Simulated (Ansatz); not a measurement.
# Na2RhN2, from a guessed structure to a relaxed one, part 2 of 2

Starting from a made-up structure for Na2RhN2, the aim is the relaxed cell, its shortest contacts and, where a second run follows, its electronic structure.

Ansatz 0.2.0; DFT, PBE, plane-wave PAW, files of the set soft_1, scalar-relativistic, no spin, cell and ions relaxed at zero pressure; PAW set soft_1 (the session's first sound run).

So far: Starting point; Relaxing cell and atoms. The relaxed cell has a = 4.769, c = 4.959 Å (conventional setting).

## (3) Electronic structure of the relaxed cell

A second self-consistent run takes a narrower smearing and the mesh shown in its input; the bands follow along the standard path of the relaxed lattice.

This step: DFT, PBE, plane-wave PAW, files of the set soft_1, scalar-relativistic, no spin, bands and density of states at the relaxed cell; PAW set soft_1 (Ansatz 0.2.0).

File input.yaml:

```yaml
crystal:
  lattice:
    - [4.7688835115, 0.0, 0.0]
    - [-2.3844417558, 4.1299742687, 0.0]
    - [0.0, 0.0, 4.9585157819]
  atoms:
    - { symbol: Rh, position: [0.0, 0.0, 0.0] }
    - { symbol: Na, position: [0.6666666667, 0.3333333333, 0.2116677145] }
    - { symbol: Na, position: [0.3333333333, 0.6666666667, 0.7883322855] }
    - { symbol: "N", position: [0.0, 0.0, 0.3782200068] }
    - { symbol: "N", position: [0.0, 0.0, 0.6217799932] }
kpoints:
  mp_grid: { grid: [8, 8, 6] }
  band_path:
    path:
      - [[0.0, 0.0, 0.0], [0.5, 0.0, 0.0], [0.33333333, 0.33333333, 0.0], [0.0, 0.0, 0.0], [0.0, 0.0, 0.5], [0.5, 0.0, 0.5], [0.33333333, 0.33333333, 0.5], [0.0, 0.0, 0.5]]
      - [[0.5, 0.0, 0.5], [0.5, 0.0, 0.0]]
      - [[0.33333333, 0.33333333, 0.0], [0.33333333, 0.33333333, 0.5]]
    npoints: 8
scf:
  occupations: { method: fermi_dirac, width: 0.03 }
  n_extra_bands: 9
hamiltonian:
  xc: pbe
  pseudopotentials: { kind: paw, azcp: { folder: soft_1 } }
output:
  forces: true
  stress: true
  write_bands: true
  dos: { projected: true }
  write_density: true
  write_potential: true
  elf: true
  volumetric_format: npy
```

Launch:

```
> ansatz run input.yaml --threads 4 --pin off --max-ram 8192MiB --backend cpu --events-out ev --progress --plain --runs-dir out
```

Numbers of over 12 decimals in the logs are rounded to 6 here.

The program printed:

```text
[...]
Crystal: 5 atoms, lattice volume = 97.660 Å³
Basis set: ecut = 420 eV, 1895 PW (Γ), exchange–correlation on 64×64×72 points (8 copies of the dense FFT grid, shifted against one another)
Bands: 32, of which v1, the nominal top of the filled ones, is band 23 counted from 1 (22 counted from 0)
Symmetry: 12 space group operations
[...]
k-points: 50 of 384
[...]
SCF iter   1: F=—  HF=-10147.451993 eV  |F-HF|=—  |Δ(HF+E_count)|=         —  Δρ=8.88e-2  dr2=1.05e1  ethr=3.10e-3  ⟨swp⟩=6.0  Hψ=6610  notcnv=0
[...]
SCF iter   9: F=-10144.103377 eV  HF=-10144.103377 eV  |F-HF|=8.90e-9  |Δ(HF+E_count)|=   4.10e-7  Δρ=3.08e-6  dr2=7.52e-9  ethr=2.22e-10  ⟨swp⟩=16.9  Hψ=11965  notcnv=0
SCF 1 converged in 9 iterations: F = -10144.103377 eV  dr2 = 7.52e-9
[...]
NSCF: frozen V_eff on 75 k-points
SCF converged after 9 iterations
Free energy (F): -10144.103377 eV
[...]
Internal energy: -10144.101062 eV  (E = F + TS)
E sigma→0 (E₀):  -10144.102220 eV
Entropy (-TS):   -0.002314 eV (-0.463 meV/atom)
Fermi energy:    6.033905 eV
[...]
--- Forces (eV/Å), atoms counted from 1 ---
  atom   1  Rh     0.00000000    -0.00000000    -0.00000000
  atom   2  Na     0.00000000    -0.00000000     0.00915783
  atom   3  Na    -0.00000000     0.00000000    -0.00915783
  atom   4  N      0.00000000     0.00000000    -0.26117306
  atom   5  N     -0.00000000    -0.00000000     0.26117306
  max |Σ_I F_I| component: 5.78e-19 eV/Å
--- Stress (GPa, compression-positive) ---
        0.076227      -0.000000       0.000000
        0.000000       0.076227      -0.000000
        0.000000      -0.000000      -1.115754
  P = ⅓ Tr σ = -0.3211 GPa (-3.211 kbar)
--- Band table (eV; the first three rows and the last of 50) ---
  k-point 0: bands = [... 19 lower, 2.4782, 4.1049, 4.1049, 8.3419, 8.7605, 8.7605, 10.5376, 10.5795, ... 5 higher]
  k-point 1: bands = [... 19 lower, 2.7436, 4.1108, 4.1108, 7.8395, 8.1193, 8.1193, 9.6972, 11.7582, ... 5 higher]
  k-point 2: bands = [... 19 lower, 3.7242, 4.1244, 4.1244, 6.8099, 6.8099, 7.0914, 8.8514, 12.1950, ... 5 higher]
  k-point 49: bands = [... 19 lower, 4.2918, 4.6051, 4.6172, 4.9748, 5.3166, 8.6431, 8.9141, 9.4002, ... 5 higher]
```

It took 3.4 s on 4 threads of Arm Neoverse V2, shared host; peak memory 0.46 GiB.

In the SCF lines HF is the Harris–Foulkes energy and dr2 the Hartree energy of the density residual, in eV; the loop may stop once dr2 is under the threshold and the program's other checks hold. Hψ counts applications of the Hamiltonian.

This step gave:

| Property | Result |
| --- | --- |
| free energy | -10144.1034 eV |
| energy at zero smearing | -10144.1022 eV |
| smearing term TS | 0.002314 eV |
| Fermi energy | 6.034 eV |
| pressure | -0.3211 GPa |

From bands.tsv, the bands that come nearest the Fermi level along the path, at its corners, in eV from the Fermi level:

```tsv
point	band 19	band 20	band 21	band 22	band 23	band 24	band 25	band 26
Γ	-3.69	-3.56	-1.93	-1.93	2.31	2.73	2.73	4.50
M	-3.71	-2.41	-1.65	-1.50	0.09	2.59	2.70	3.23
K	-3.79	-1.91	-1.91	-1.62	1.00	1.00	2.64	2.64
Γ	-3.69	-3.56	-1.93	-1.93	2.31	2.73	2.73	4.50
A	-1.91	-1.91	-1.39	-1.39	-0.26	-0.26	0.74	2.39
L	-1.65	-1.63	-1.48	-1.44	-1.40	-0.43	2.36	2.85
H	-1.96	-1.81	-1.42	-1.42	-0.89	-0.89	2.78	2.78
A	-1.91	-1.91	-1.39	-1.39	-0.26	-0.26	0.74	2.39
L	-1.65	-1.63	-1.48	-1.44	-1.40	-0.43	2.36	2.85
M	-3.71	-2.41	-1.65	-1.50	0.09	2.59	2.70	3.23
K	-3.79	-1.91	-1.91	-1.62	1.00	1.00	2.64	2.64
H	-1.96	-1.81	-1.42	-1.42	-0.89	-0.89	2.78	2.78
```

Counts of states for the cell as run, both spins, by energy window (eV from the Fermi level):

```
from  to  total
  -8  -7   4.79
  -7  -6   0.00
  -6  -5   0.00
  -5  -4   0.00
  -4  -3   2.28
  -3  -2   3.25
  -2  -1   4.51
  -1   0   0.89
   0   1   1.58
   1   2   1.50
   2   3   3.39
   3   4   1.57
   4   5   2.43
   5   6   2.28
```

Below -8 eV lie 29.2 more states.

Force by atom:

| atom | x (eV/Å) | y (eV/Å) | z (eV/Å) | size |
| --- | --- | --- | --- | --- |
| Rh1 | 0.000 | 0.000 | 0.000 | 0.000 |
| Na2 | 0.000 | 0.000 | 0.009 | 0.009 |
| Na3 | 0.000 | 0.000 | -0.009 | 0.009 |
| N4 | 0.000 | 0.000 | -0.261 | 0.261 |
| N5 | 0.000 | 0.000 | 0.261 | 0.261 |

ELF in the ac plane at fractional y = 0.000, with atoms of Rh and N within 0.2 Å of it. It is the smooth field of the valence electrons, not physical close to the nuclei.

Values, 14 rows by 14 columns, each cell a mean:
```
0.75 0.65 0.49 0.33 0.34 0.30 0.17 0.13 0.23 0.34 0.33 0.38 0.56 0.70
0.49 0.42 0.30 0.26 0.29 0.22 0.10 0.07 0.14 0.27 0.28 0.26 0.35 0.46
0.33 0.30 0.27 0.25 0.23 0.14 0.05 0.03 0.08 0.18 0.25 0.26 0.28 0.32
0.74 0.75 0.65 0.42 0.23 0.09 0.03 0.02 0.04 0.14 0.30 0.52 0.71 0.76
0.35 0.70 0.80 0.57 0.23 0.07 0.02 0.01 0.03 0.11 0.36 0.69 0.80 0.56
0.22 0.58 0.68 0.44 0.16 0.04 0.01 0.01 0.02 0.07 0.27 0.57 0.70 0.43
0.74 0.73 0.56 0.29 0.10 0.02 0.01 0.00 0.01 0.04 0.16 0.41 0.65 0.75
0.48 0.65 0.62 0.36 0.13 0.03 0.01 0.00 0.01 0.06 0.21 0.48 0.67 0.59
0.15 0.60 0.76 0.54 0.21 0.06 0.01 0.01 0.02 0.10 0.34 0.66 0.75 0.41
0.68 0.81 0.77 0.51 0.23 0.08 0.02 0.02 0.04 0.13 0.34 0.64 0.81 0.77
0.51 0.49 0.41 0.30 0.22 0.11 0.04 0.02 0.06 0.16 0.26 0.35 0.45 0.51
0.33 0.29 0.24 0.24 0.26 0.18 0.07 0.05 0.11 0.23 0.26 0.23 0.26 0.32
0.68 0.59 0.42 0.30 0.32 0.27 0.14 0.10 0.19 0.31 0.31 0.33 0.49 0.64
0.76 0.67 0.52 0.35 0.35 0.33 0.20 0.15 0.26 0.35 0.34 0.41 0.59 0.71
```
Columns run along a (4.8 Å), rows up along c (5.0 Å). Atoms in or near the plane, at fractional coordinates: Rh at (0.00, 0.00), N at (0.00, 0.38), N at (0.00, 0.62).

Electrostatic potential energy in the ac plane at fractional y = 0.000, with atoms of Rh and N within 0.2 Å of it. With pseudopotentials it is smooth inside the atoms' cores, unlike the true potential.

Values in eV, 14 rows by 14 columns, each cell a mean:
```
-62 -55 -26   2   7   8   8   7   8   8   6  -7 -39 -61
-45 -31  -8   5   8   8   7   7   7   8   7   1 -17 -39
-14  -6   3   7   8   7   7   7   7   8   8   6   0 -10
-24 -11   4   8   8   7   7   6   7   8   8   7  -1 -18
-50 -32  -3   7   8   7   7   7   7   8   8   5 -14 -42
-52 -34  -4   7   8   7   7   7   7   8   8   5 -15 -44
-41 -20   1   7   8   7   7   7   7   8   8   6  -5 -31
-47 -27  -1   7   8   7   7   7   7   8   8   5 -11 -38
-54 -36  -5   7   8   7   7   7   7   8   8   5 -17 -47
-38 -21   1   8   8   7   7   6   7   8   8   6  -6 -30
-12  -3   5   8   8   7   7   6   7   8   8   7   2  -7
-30 -18  -2   6   8   7   7   7   7   8   7   4  -8 -25
-59 -47 -18   3   7   8   7   7   8   8   6  -3 -31 -54
-62 -59 -31   0   7   8   8   8   8   8   6 -10 -44 -62
```
Columns run along a (4.8 Å; values clipped at the 3rd and 97th percentile), rows up along c (5.0 Å). Atoms in or near the plane, at fractional coordinates: Rh at (0.00, 0.00), N at (0.00, 0.38), N at (0.00, 0.62).

Valence density in the ac plane at fractional y = 0.000, with atoms of Rh and N within 0.2 Å of it. It is the smooth field of the valence electrons, not physical close to the nuclei.

Ten steps, logarithmic in the rise over the least value, from '0' (0 e/Å³) to '9' (13 e/Å³), each cell a mean:
```
98631000012479
76421000001357
54311000001234
65310000001245
76410000001256
76410000001256
75310000000246
76410000000246
76410000001256
65310000001246
54310000001234
65321000001245
87521000011368
99631000012479
```
Columns run along a (4.8 Å), rows up along c (5.0 Å). Atoms in or near the plane, at fractional coordinates: Rh at (0.00, 0.00), N at (0.00, 0.38), N at (0.00, 0.62).

## (4) Summary of results

```json
{"space group, relaxed": "P-3m1", "conventional cell": "a = 4.769, b = 4.769, c = 4.959 Å; α = 90.0°, β = 90.0°, γ = 120.0°", "volume per atom": "19.53 Å³ (guess 17.71)"}
```

What this shows: Na2RhN2 relaxes to P-3m1 with a = 4.769, b = 4.769 and c = 4.959 Å. The guessed volume was 9 % too small. The space group P-3m1 was held in the relaxation, so the end point is a stationary structure within it and may be a saddle against distortions or other arrangements. Bands cross the Fermi level, so it is a metal or semimetal at this level. The electron count is odd, which forces that without spin polarisation or a larger cell. On the 8×8×6 mesh with the narrower smearing (relaxed on 7×7×5) the largest force component is 0.261 eV/Å and the largest stress component is 1.116 GPa, against the relaxation's thresholds of 0.015 eV/Å and 0.05 GPa. The cutoff wasn't tested. No dispersion term is used, so weakly bound directions may come out too long. The runs have no spin, and magnetism wasn't tested. Nothing here tests whether the compound is stable against decomposition.

[Logs are printed without paths, hosts, clocks, repeated set-up lines and the standing remarks that a program may print on its own settings, such as how far it seeks lower states.]

[Hosts, paths, dates, database ids (printed as entryN), source tags and the programs' standing remarks are cut or masked in the printed files.]
